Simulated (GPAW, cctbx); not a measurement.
# Ga4SbAs3: what bonding does to one electron reflection, worked out

Ga4SbAs3, P-43m (no. 215), a = 5.8854 Å, b = 5.8854 Å, c = 5.8854 Å, α = 90.00°, β = 90.00°, γ = 90.00°.

```
atom  mult.       x       y       z
 Sb1      1       0       0       0
 As1      3       0     1/2     1/2
 Ga1      4  0.2580  0.2580  0.2580
```

The cell is our own: ordered zincblende alloy in the eight-atom cube, 1 of 4 As sites given to Sb.

A DFT run (GPAW, PBE, 600 eV, 4×4×4 k-points, Fermi–Dirac width 0.02 eV) gives the static X-ray structure factor of 020 as 21.924 e for the conventional cell; superposed free atoms give 21.617 e. **Problem.** Find the Fourier component V of the crystal potential and the two-beam extinction distance at 300 kV in both cases.

**1. Geometry**

The cell volume is Ω = 203.86 Å³ and d(020) = 2.9427 Å, so g = 1/d = 0.3398 Å⁻¹.

**2. The nuclei**

Electrons feel nuclei as well as electrons, so the nuclear charges are summed with the same phases.

Phase sums Σ exp(2πi h·x), turned so that the total is real and positive: Sb +1.000, As +3.000, Ga -3.980. Then F_Z = 51 × (+1.000) + 33 × (+3.000) + 31 × (-3.980) = 26.62 e. The electron term has the same sign for this reflection.

**3. Mott–Bethe**

Poisson's equation, term by term, gives V = (e/4πε₀)(F_Z − F)/(πΩg²), with e/4πε₀ = 14.3996 V Å.

The prefactor is 14.3996 × 2.9427²/(π × 203.86) = 0.19470 V per electron. Free atoms: (26.62 − 21.617) × 0.19470 = 0.974 V. Crystal: (26.62 − 21.924) × 0.19470 = 0.914 V. F changes by +1.42 % and V by -6.1 %: the same 0.31 e is measured against F_Z − F = 5.0 e in place of F = 21.6 e.

**4. Extinction distance**

In the two-beam case ξ = 1/(λU) with U = 2γm₀eV/h², that is ξ = 150.41 V Å²/(γλV).

At 300 kV, λ = 0.01969 Å and γ = 1.5871. Free atoms: ξ = 4944 Å. Crystal: ξ = 5268 Å. The thickness fringes go as sin²(πt/ξ), so the two patterns slip by a quarter of a period when t|1/ξ₁ − 1/ξ₀| = 1/4, at t ≈ 2013 nm, thicker than usual samples. Thermal motion, absorption and many-beam coupling, left out here, change a real pattern.

**5. Answer**

V(020) is 0.91 V against 0.97 V, and ξ is 5268 against 4944 Å. Limits: static atoms, two beams.

[Outputs are excerpts: Python notices, other lines and further rows are left out; steps that failed or that the build refused (PBEsol, TPSS) are not shown.]

[Logs are printed without paths, hosts, clocks, repeated set-up lines and the standing remarks that a program may print on its own settings, such as how far it seeks lower states.]
